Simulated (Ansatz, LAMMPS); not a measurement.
## Li+ triflate in propylene carbonate and dimethoxyethane at 290 K (166 atoms): a reference run and its variants

Density of this cell: 1.15 g/cm³. The cell holds 166 atoms: 42 C, 30 O, 84 H, 2 S, 6 F and 2 Li. Cell: a = 12.204 Å, b = 12.204 Å, c = 12.204 Å, α = 90.0°, β = 90.0°, γ = 90.0°. 4 propylene carbonate, 6 dimethoxyethane, 2 Li+, 2 triflate placed at random, at 1.15 g/cm³; overlaps pushed apart, then 10 ps at 550 K with Joung-Cheatham ions (J. Phys. Chem. B 112, 9020 (2008)); MMFF94 bonds, angles, torsions, charges and radii (Halgren, J. Comput. Chem. 17, 490 (1996)) in harmonic and 12-6 forms; charges of ions scaled by 0.8. Snapshot after 30 ps at 290 K and fixed volume.

Geometry: as built.

Reference run: Kohn-Sham DFT, PBE+D3(BJ), PAW (set soft_2), plane waves (Ansatz 0.2.0), cutoff 750 eV, Γ point, fixed occupations.

```
r.m.s. force component                           : 0.9318 eV/Å
gap (highest filled to lowest empty level) : 4.157 eV
SCF cycles                                       : 11
time                                             : 20 s on 8 threads of Intel Xeon Platinum 8375C at 2.90GHz (Ice Lake), shared host
```

Variants, in no order:
A. support functions medium, spacing 0.27 Å
B. support functions medium, spacing 0.234 Å
C. support functions medium, spacing 0.162 Å

Q: Order the variants from the smallest to the largest r.m.s. change of the forces.

C, B, A.

```csv
variant,"Δ force, r.m.s. (meV/Å)",share of r.m.s. force (%),time over the reference's
"C. support functions medium, spacing 0.162 Å",0.651,0.0699,8.3
"B. support functions medium, spacing 0.234 Å",1.90,0.203,3.3
"A. support functions medium, spacing 0.27 Å",8.55,0.917,2.6
```

[Logs are printed without paths, hosts, clocks, repeated set-up lines and the standing remarks that a program may print on its own settings, such as how far it seeks lower states.]

[Hosts, paths, dates, database ids (printed as entryN), source tags and the programs' standing remarks are cut or masked in the printed files.]

[The MMFF94 radii named for the starting cell were scaled by 0.96; in molecules described by MMFF94, hydrogen bound to N, O or S took a small fixed 12-6 site in their place.]
